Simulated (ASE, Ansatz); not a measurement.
# Twisted Ti2CO2 MXene bilayer, 9.43° (370 atoms): support functions against a reference

Wanted: errors and times of a linear-scaling basis for twisted Ti2CO2 MXene bilayer, 9.43° (370 atoms). A setting counts as converged where the r.m.s. difference of forces stays under 1 % of the r.m.s. force.

Program: Ansatz 0.2.0. Level of theory: Kohn-Sham DFT, PBE+D4, PAW (set soft_2), plane waves. Results are calculated unless marked as measured.

### 1. The structure

The cell holds 370 atoms: 74 C, 148 Ti and 148 O. Its edges and angles: a = 18.431 Å, b = 18.431 Å, c = 23.630 Å, α = 90.0°, β = 90.0°, γ = 120.0°. It derives from Ti2CO2 (Ti2CO2 MXene). Ti2CO2 MXene (a = 3.03 Å) under Ti2CO2 MXene (a = 3.03 Å), bilayer, commensurate cell of 37 unit cells a layer, twist 9.43 deg; facing planes 2.75 Å apart; 12 Å of vacuum; layers as built, displaced by a Gaussian of 0.01 Å. Regions: layer 1, 185 atoms (37 C, 74 Ti and 74 O); layer 2, 185 atoms (37 C, 74 Ti and 74 O). Vacuum lies along c.

Before any run, some limits are plain. Beside vacuum, support functions can miss their usual error bounds without a warning. The main run has no spin polarisation, so moments on Ti can't form in it, and no Hubbard term. Only the Γ point is sampled, in a cell whose shortest periodic width is 16 Å.

### 2. Plane-wave single point

This run is the reference for what follows, at a cutoff of 420 eV.

The input, input.yaml:

```yaml
crystal:
  lattice:
    - [18.4308, 0.0, 0.0]
    - [-9.2154, 15.96154, 0.0]
    - [0.0, 0.0, 23.63]
  atoms:
    - { symbol: C, position: [0.02592, 0.72822, 0.34814] }
    - { symbol: Ti, position: [0.11664, 0.82822, 0.40296] }
    - { symbol: Ti, position: [0.12673, 0.74045, 0.29185] }
    - { symbol: O, position: [0.12709, 0.73903, 0.44232] }
    - { symbol: O, position: [0.11757, 0.82911, 0.25472] }
    - { symbol: C, position: [0.10766, 0.91887, 0.3474] }
    - { symbol: Ti, position: [0.19849, 0.01909, 0.40333] }
    - { symbol: Ti, position: [0.208, 0.92831, 0.29206] }
    - { symbol: O, position: [0.20781, 0.92852, 0.44124] }
    - { symbol: O, position: [0.19767, 0.0173, 0.25418] }
    - { symbol: C, position: [0.05363, 0.45868, 0.34771] }
    - { symbol: Ti, position: [0.14417, 0.55908, 0.40342] }
    - { symbol: Ti, position: [0.15282, 0.4687, 0.29239] }
    - { symbol: O, position: [0.15267, 0.46841, 0.44183] }
    - { symbol: O, position: [0.14448, 0.5583, 0.25367] }
    - { symbol: C, position: [0.13558, 0.64909, 0.34694] }
    - { symbol: Ti, position: [0.22493, 0.74716, 0.40343] }
    - { symbol: Ti, position: [0.23382, 0.65787, 0.29221] }
    - { symbol: O, position: [0.23444, 0.65784, 0.44217] }
    - { symbol: O, position: [0.22551, 0.74783, 0.25372] }
    - { symbol: C, position: [0.21654, 0.83868, 0.34805] }
    - { symbol: Ti, position: [0.30696, 0.93615, 0.40347] }
    - { symbol: Ti, position: [0.315, 0.84673, 0.2926] }
    - { symbol: O, position: [0.31594, 0.84672, 0.44137] }
    - { symbol: O, position: [0.30584, 0.93693, 0.25396] }
    - { symbol: C, position: [0.99949, 0.00023, 0.34837] }
    - { symbol: Ti, position: [0.09046, 0.10015, 0.40393] }
    - { symbol: Ti, position: [0.09871, 0.00999, 0.29244] }
    - { symbol: O, position: [0.09936, 0.00827, 0.44192] }
    - { symbol: O, position: [0.09087, 0.09944, 0.2539] }
    - { symbol: C, position: [0.08254, 0.18911, 0.34842] }
    - { symbol: Ti, position: [0.17071, 0.28762, 0.40334] }
    [... 332 atom lines left out ...]
    - { symbol: O, position: [0.04442, 0.49532, 0.55748] }
    - { symbol: C, position: [0.91902, 0.10909, 0.65236] }
    - { symbol: Ti, position: [0.01869, 0.19875, 0.70741] }
    - { symbol: Ti, position: [0.00918, 0.10019, 0.59689] }
    - { symbol: O, position: [0.00943, 0.09955, 0.74638] }
    - { symbol: O, position: [0.01741, 0.19764, 0.55797] }
kpoints:
  mp_grid: { grid: [1, 1, 1] }
hamiltonian:
  xc: pbe
  dispersion: d4
scf:
  occupations: { method: fermi_dirac, width: 0.05 }
output:
  forces: true
  populations: true
  dos:
    method: { smearing: { sigma: 0.1 } }
    de: 0.1
    projected: { site_lists: { C: [C], O: [O], Ti: [Ti] } }
  eigenvalues: true
```

Launch:

```sh
$ ansatz run input.yaml --threads 32 --pin off --max-ram 143360MiB --backend cuda --events-out ev --progress --plain --runs-dir out
```

Numbers of over 12 decimals in the logs are rounded to 6 here.

Output:

```text
Engine: ansatz 0.2.0, aarch64-unknown-linux-gnu
Pseudopotentials: kind: paw
Pseudopotential: C, paw, valence charge 4, recommended cutoff 420 eV (normal), C.paw.azcp
Pseudopotential: Ti, paw, valence charge 12, recommended cutoff 420 eV (normal), Ti.paw.azcp
Pseudopotential: O, paw, valence charge 6, recommended cutoff 420 eV (normal), O.paw.azcp
Functional definition: PBE
  parameter kappa = 0.804
  parameter beta = 0.066725
  exchange = pbe_x(kappa = kappa, mu = beta*pi^2/3)
  correlation = pbe_c(beta = beta)
device memory: the entry about to start is reckoned to put 29.0 GiB on a device that reports 182.5 GiB free
GPU FFT provider: cuFFT
GPU libraries: cuBLAS 13.8.1, cuFFT 12.4.0, cuSOLVER 12.3.2
GPU matrix products: emulated (plane waves: as basis.precision tells), large ones in fixed point in workspaces of 1.00 GiB
Crystal: 370 atoms, lattice volume = 6951.567 Å³
Basis set: ecut = 420 eV, 135841 PW (Γ), exchange–correlation on 250×250×320 points (8 copies of the dense FFT grid, shifted against one another)
Bands: 1850, of which v1, the nominal top of the filled ones, is band 1480 counted from 1 (1479 counted from 0)
Symmetry: 1 space group operations
Space group: P1 (ITA 1), of the structure as read, at distance tolerance 1.9e-4 Å
k-points: 1
Non-local potential: C, projectors of the file, l = 0: 2, l = 1: 2, l = 2: 1
Non-local potential: Ti, projectors of the file, l = 0: 3, l = 1: 2, l = 2: 3, l = 3: 1
Non-local potential: O, projectors of the file, l = 0: 2, l = 1: 2, l = 2: 1
PAW form: soft (Blöchl's): semilocal exchange-correlation on the pseudo side does not see the compensation charge
PAW one-centre angular grid: C, 110 points (default); XC on 64 Gauss nodes
PAW one-centre angular grid: Ti, 590 points (default); XC on 64 Gauss nodes
PAW one-centre angular grid: O, 110 points (default); XC on 64 Gauss nodes
Initial density: superposition of atomic densities (neutral atoms: chi_scale 0, normalization atom), corrected by the library's trained network
Initial wavefunctions: pseudopotential atomic-orbital guess
GPU buffer pool allocated for 2500000 grid points (all kernels)
GPU transforms: local potential and band sums: pruned to the plane-wave sphere, on 125×125×160
Functional: x = pbe(κ = 0.804, μ = 0.219515), c = pbe(β = 0.066725)
SCF iter   1: F=—  HF=-472959.207649 eV  |F-HF|=—  |Δ(HF+E_count)|=         —  Δρ=5.40e-3  dr2=3.48e0  ethr=1.77e-3  ⟨swp⟩=7.0  Hψ=7940  notcnv=0
preconditioner: auto → LDOS  [insulator: Δε(μ)=0.416 eV  Ē_g=8.647 eV  σ=0.050 eV  W_gap=0.97  n_scr=1534 (ndim 8)  ℏωp=18.8 eV  f_vac=0.428  D(μ)=5.51/eV (n_scr^D=2)  ε∞_Penn≈5.7  β→1.0]
SCF iter   2: F=—  HF=-472959.860743 eV  |F-HF|=—  |Δ(HF+E_count)|=   6.53e-1  Δρ=8.27e-3  dr2=7.80e0  ethr=1.17e-4  ⟨swp⟩=4.0  Hψ=3971  notcnv=0  defer=156
SCF iter   3: F=—  HF=-472958.761070 eV  |F-HF|=—  |Δ(HF+E_count)|=    1.10e0  Δρ=2.82e-3  dr2=6.53e-1  ethr=1.17e-4  ⟨swp⟩=2.0  Hψ=2648  notcnv=0  defer=156
SCF iter   4: F=—  HF=-472958.659446 eV  |F-HF|=—  |Δ(HF+E_count)|=   1.02e-1  Δρ=3.36e-4  dr2=2.51e-2  ethr=2.21e-5  ⟨swp⟩=2.0  Hψ=2623  notcnv=0  defer=156
SCF iter   5: F=—  HF=-472958.622699 eV  |F-HF|=—  |Δ(HF+E_count)|=   3.67e-2  Δρ=1.28e-4  dr2=1.75e-3  ethr=8.48e-7  ⟨swp⟩=3.0  Hψ=2680  notcnv=0  defer=156
SCF iter   6: F=—  HF=-472958.622761 eV  |F-HF|=—  |Δ(HF+E_count)|=   6.19e-5  Δρ=5.45e-5  dr2=3.32e-4  ethr=5.93e-8  ⟨swp⟩=3.0  Hψ=3049  notcnv=0  defer=156
SCF iter   7: F=—  HF=-472958.632261 eV  |F-HF|=—  |Δ(HF+E_count)|=   9.50e-3  Δρ=1.73e-5  dr2=1.56e-4  ethr=1.12e-8  ⟨swp⟩=3.0  Hψ=2581  notcnv=0  defer=148
SCF iter   8: F=—  HF=-472958.632257 eV  |F-HF|=—  |Δ(HF+E_count)|=   4.26e-6  Δρ=1.58e-5  dr2=9.18e-5  ethr=5.28e-9  ⟨swp⟩=2.0  Hψ=2394  notcnv=0  defer=148
SCF iter   9: F=—  HF=-472958.631557 eV  |F-HF|=—  |Δ(HF+E_count)|=   7.00e-4  Δρ=6.79e-6  dr2=4.15e-5  ethr=3.10e-9  ⟨swp⟩=2.0  Hψ=2582  notcnv=0  defer=148
SCF iter  10: F=—  HF=-472958.631554 eV  |F-HF|=—  |Δ(HF+E_count)|=   3.30e-6  Δρ=9.85e-6  dr2=1.57e-5  ethr=1.40e-9  ⟨swp⟩=2.0  Hψ=2395  notcnv=0  defer=148
SCF iter  11: F=—  HF=-472958.631551 eV  |F-HF|=—  |Δ(HF+E_count)|=   2.40e-6  Δρ=3.03e-6  dr2=1.15e-6  ethr=5.30e-10  ⟨swp⟩=2.0  Hψ=2395  notcnv=0  defer=148
SCF iter  12: F=—  HF=-472958.631552 eV  |F-HF|=—  |Δ(HF+E_count)|=   6.52e-7  Δρ=1.94e-6  dr2=3.19e-7  ethr=3.87e-11  ⟨swp⟩=4.0  Hψ=3970  notcnv=0  defer=148
SCF iter  13: F=-472958.631552 eV  HF=-472958.631552 eV  |F-HF|=3.90e-9  |Δ(HF+E_count)|=   2.30e-8  Δρ=5.95e-7  dr2=2.59e-8  ethr=3.38e-12  ⟨swp⟩=13.0  Hψ=6944  notcnv=0
SCF 1 converged in 13 iterations: F = -472958.631552 eV  dr2 = 2.59e-8
  greatest PAW one-centre occupation: 0.999 electrons in one spin orbital (limit 2), on the Ti atom at site 162 (counted from 0), in its partial waves of l = 0
SCF converged after 13 iterations
Free energy (F): -472958.631552 eV
Harris-Foulkes:  -472958.631552 eV  (|F-HF|=3.90e-9)
Internal energy: -472958.522050 eV  (E = F + TS)
E sigma→0 (E₀):  -472958.576801 eV
Entropy (-TS):   -0.109502 eV (-0.296 meV/atom)
Fermi energy:    4.392688 eV
--- Per-component energies (eV) ---
  E_band       = -46961.261855
  E_kinetic    = 72823.430395
  E_local      = -2097106.030613  (includes V_loc(G=0)·N_el)
  E_nonlocal   = 9654.395500
  E_hartree    = 1017434.055702
  E_xc         = -29103.246450
  E_vxc        = -36659.142155  (∫ρ·V_xc dr)
  E_paw        = -185436.892877  (= ΣΔE_a)
  E_vpaw       = -30542.461781  (= ΣTr[D̂ρ^β])
  E_aug_tail   = 0.388162  (compensation charges beyond the density's cutoff)
  E_ewald      = 738845.685417
  E_disp       = -70.307286  (pairwise vdW)
  E_smearing   = -0.109502  (= −TS)
  E_closure    = -0.000000  (closes the sum)
  Σ components = -472958.631552   (vs F -472958.631552, Δ=0.00e0)
--- Forces (eV/Å), atoms counted from 1 ---
[... 370 lines of forces left out ...]
  max |Σ_I F_I| component: 4.11e-6 eV/Å
--- Band table (eV) ---
[... left out ...]
--- Löwdin populations: 370 sites ---
  site symbol       q [e]
[... 370 lines, one an atom, left out ...]
  spilling = 0.003492 (of n_electrons = 2960.000000)
```

Wall time 8.8 s (1 × NVIDIA GB200 with 32 threads of Arm Neoverse V2, shared host); peak memory 4.1 GiB; 46 s of CPU time.

That memory is the host's; the program planned up to 29 GiB on the GPU. Forces of this run were stored rounded, and per-atom blocks of the log weren't kept.

Numbers from this run:

```yaml
free_energy: -472958.6316 eV
free_energy_per_atom: -1278.2666 eV/atom
scf_cycles: 13
r_m_s_force_component: 0.1755 eV/Å
longest_force: 0.6484 eV/Å
fermi_energy: 4.393 eV
spacing_of_highest_filled_and_lowest_empty_level: 0.3819 eV
levels_partly_filled_by_over_2_per_cent: 4
spilling_of_the_projection: 0.003492
```

Length of the force by element:

| element | coordination | atoms | mean length of the force (eV/Å) | spread | least | most |
| --- | --- | --- | --- | --- | --- | --- |
| C | all | 74 | 0.267 | 0.110 | 0.0585 | 0.487 |
| O | all | 148 | 0.286 | 0.107 | 0.0521 | 0.597 |
| Ti | all | 148 | 0.284 | 0.122 | 0.0563 | 0.648 |

Löwdin charges by element (they lack the spilled electrons, 0.028 e an atom on average):

| element | coordination | atoms | mean charge (e) | spread | least | most |
| --- | --- | --- | --- | --- | --- | --- |
| C | all | 74 | -0.905 | 0.0019 | -0.909 | -0.901 |
| O | all | 148 | -0.607 | 0.004 | -0.617 | -0.594 |
| Ti | all | 148 | 1.13 | 0.0047 | 1.12 | 1.14 |

By region:

```csv
region,atoms,mean length of the force (eV/Å)
layer 1,185,0.266
layer 2,185,0.297
```

States in the cell by windows of 1 eV, zero at the Fermi level; some projections on atomic orbitals stand beside the total:

| from (eV) | to (eV) | total | O p | C p | C s |
| --- | --- | --- | --- | --- | --- |
| -18 | -12 | 0.0 | 0.0 | 0.0 | 0.0 |
| -12 | -11 | 25.9 | 0.6 | 0.3 | 14.6 |
| -11 | -10 | 93.0 | 1.6 | 1.5 | 58.2 |
| -10 | -9 | 29.2 | 0.2 | 0.2 | 20.1 |
| -9 | -7 | 0.0 | 0.0 | 0.0 | 0.0 |
| -7 | -6 | 59.6 | 29.3 | 8.6 | 0.7 |
| -6 | -5 | 335.9 | 206.8 | 26.6 | 1.4 |
| -5 | -4 | 487.5 | 329.7 | 35.7 | 5.3 |
| -4 | -3 | 126.0 | 45.0 | 36.7 | 0.3 |
| -3 | -2 | 165.3 | 49.1 | 67.1 | 0.4 |
| -2 | -1 | 147.8 | 36.2 | 63.3 | 0.6 |
| -1 | 0 | 9.9 | 3.2 | 5.0 | 0.0 |
| 0 | 1 | 153.2 | 22.2 | 5.0 | 1.1 |
| 1 | 2 | 362.1 | 22.5 | 12.4 | 0.3 |

Between -26 and -18 eV lie 296 more states.

The stored curve holds about 1776 of the 2960 electrons; the rest, give or take the few that broadening carries across the Fermi level, lie in deeper levels below its range.

Not all projections were asked for or kept, so they needn't add up to the total.

The levels nearest the highest filled one (over half full), pooled over k-points and spins:

```
level less the highest filled one (eV)  occupation
                                -0.868           2
                                -0.854           2
                               -0.0171        1.96
                               -0.0112        1.95
                               -0.0037        1.94
                                     0        1.94
                                 0.382       0.031
                                 0.387       0.028
                                 0.398       0.022
                                 0.402       0.021
                                 0.403        0.02
                                 0.419       0.015
```

Mean Löwdin charges: C -0.90, O -0.61, Ti +1.13 e (they miss 0.35 % of the electrons, so they add up to more than the cell's charge).

### 3. Local order

These statistics describe the geometry on which the runs were made.

Normalised to the volume that the atoms fill. g(r), total and by pair (bins of 0.2 Å):

| r (Å) | total | O-O | O-Ti | O-C | Ti-Ti | Ti-C | C-C |
| --- | --- | --- | --- | --- | --- | --- | --- |
| 1.90 | 2.62 | 0.00 | 8.20 | 0.00 | 0.00 | 0.00 | 0.00 |
| 2.10 | 1.94 | 0.00 | 0.14 | 0.00 | 0.00 | 11.85 | 0.00 |
| 2.30 | 0.29 | 0.00 | 0.00 | 0.00 | 0.00 | 1.80 | 0.00 |
| 2.50 | 0.00 | 0.00 | 0.00 | 0.00 | 0.00 | 0.00 | 0.00 |
| 2.70 | 0.04 | 0.10 | 0.00 | 0.13 | 0.00 | 0.00 | 0.00 |
| 2.90 | 1.35 | 0.38 | 0.00 | 8.00 | 0.05 | 0.00 | 0.13 |
| 3.10 | 3.37 | 7.24 | 0.00 | 0.00 | 10.32 | 0.00 | 14.00 |
| 3.30 | 0.05 | 0.31 | 0.00 | 0.00 | 0.00 | 0.00 | 0.00 |
| 3.50 | 0.42 | 0.29 | 1.17 | 0.00 | 0.00 | 0.00 | 0.00 |
| 3.70 | 1.52 | 0.14 | 2.33 | 0.00 | 0.00 | 4.66 | 0.00 |
| 3.90 | 0.11 | 0.22 | 0.24 | 0.00 | 0.00 | 0.00 | 0.00 |
| 4.10 | 0.71 | 0.26 | 0.22 | 3.79 | 0.00 | 0.00 | 0.00 |
| 4.30 | 0.33 | 0.10 | 0.16 | 0.00 | 1.67 | 0.00 | 0.00 |
| 4.50 | 0.12 | 0.26 | 0.20 | 0.00 | 0.07 | 0.00 | 0.00 |
| 4.70 | 2.42 | 1.57 | 6.10 | 0.00 | 0.18 | 1.22 | 0.00 |
| 4.90 | 0.83 | 0.20 | 0.19 | 0.05 | 0.15 | 4.38 | 0.00 |
| 5.10 | 0.94 | 0.17 | 0.15 | 5.25 | 0.17 | 0.00 | 0.00 |
| 5.30 | 1.47 | 2.51 | 0.15 | 0.38 | 4.82 | 0.00 | 4.71 |
| 5.50 | 0.17 | 0.18 | 0.19 | 0.32 | 0.15 | 0.00 | 0.00 |
| 5.70 | 0.29 | 1.15 | 0.13 | 0.27 | 0.16 | 0.00 | 0.00 |
| 5.90 | 0.18 | 0.18 | 0.16 | 0.32 | 0.12 | 0.17 | 0.00 |
| 6.10 | 0.87 | 1.87 | 0.13 | 0.22 | 1.91 | 0.27 | 3.53 |
| 6.30 | 1.28 | 0.44 | 3.39 | 0.30 | 0.17 | 0.29 | 0.00 |
| 6.50 | 0.92 | 1.39 | 0.32 | 0.28 | 0.11 | 3.38 | 0.00 |
| 6.70 | 0.67 | 0.16 | 0.23 | 3.17 | 0.13 | 0.28 | 0.00 |
| 6.90 | 0.49 | 0.09 | 0.49 | 0.21 | 1.54 | 0.25 | 0.00 |
| 7.10 | 0.96 | 0.18 | 1.98 | 0.25 | 0.09 | 1.48 | 0.02 |
| 7.30 | 0.48 | 0.33 | 0.24 | 1.45 | 0.38 | 0.23 | 0.45 |

Bonds by pair of elements; cutoffs follow the first minimum of g(r), held within bounds set by covalent radii, and pairs that aren't listed don't count as bonded:

```csv
pair A-B,cutoff (Å),bonds,mean length (Å),spread (Å),shortest (Å),B about A,A about B
O-Ti,2.64,444,1.97,0.013,1.92,3,3
Ti-C,2.64,444,2.19,0.013,2.15,3,6
```

How many atoms have how many bonded neighbours:

| element | mean | 3 | 6 |
| --- | --- | --- | --- |
| C | 6 | 0 | 74 |
| O | 3 | 148 | 0 |
| Ti | 6 | 0 | 148 |

Bond angles (no mean is given where the spread exceeds 20°):

```csv
angle,count,mean (°),spread (°)
C-Ti-O,1332,-,-
Ti-C-Ti,1110,-,-
O-Ti-O,444,100,0.6
C-Ti-C,444,87.8,0.5
Ti-O-Ti,444,100,0.6
```

Counting bonds as in the table, all C atoms have 6, all O atoms have 3 and all Ti atoms have 6 bonded neighbours.

(Part 1 of 2 ends here.)

[Logs are printed without paths, hosts, clocks, repeated set-up lines and the standing remarks that a program may print on its own settings, such as how far it seeks lower states.]

[Hosts, paths, dates, database ids (printed as entryN), source tags and the programs' standing remarks are cut or masked in the printed files.]
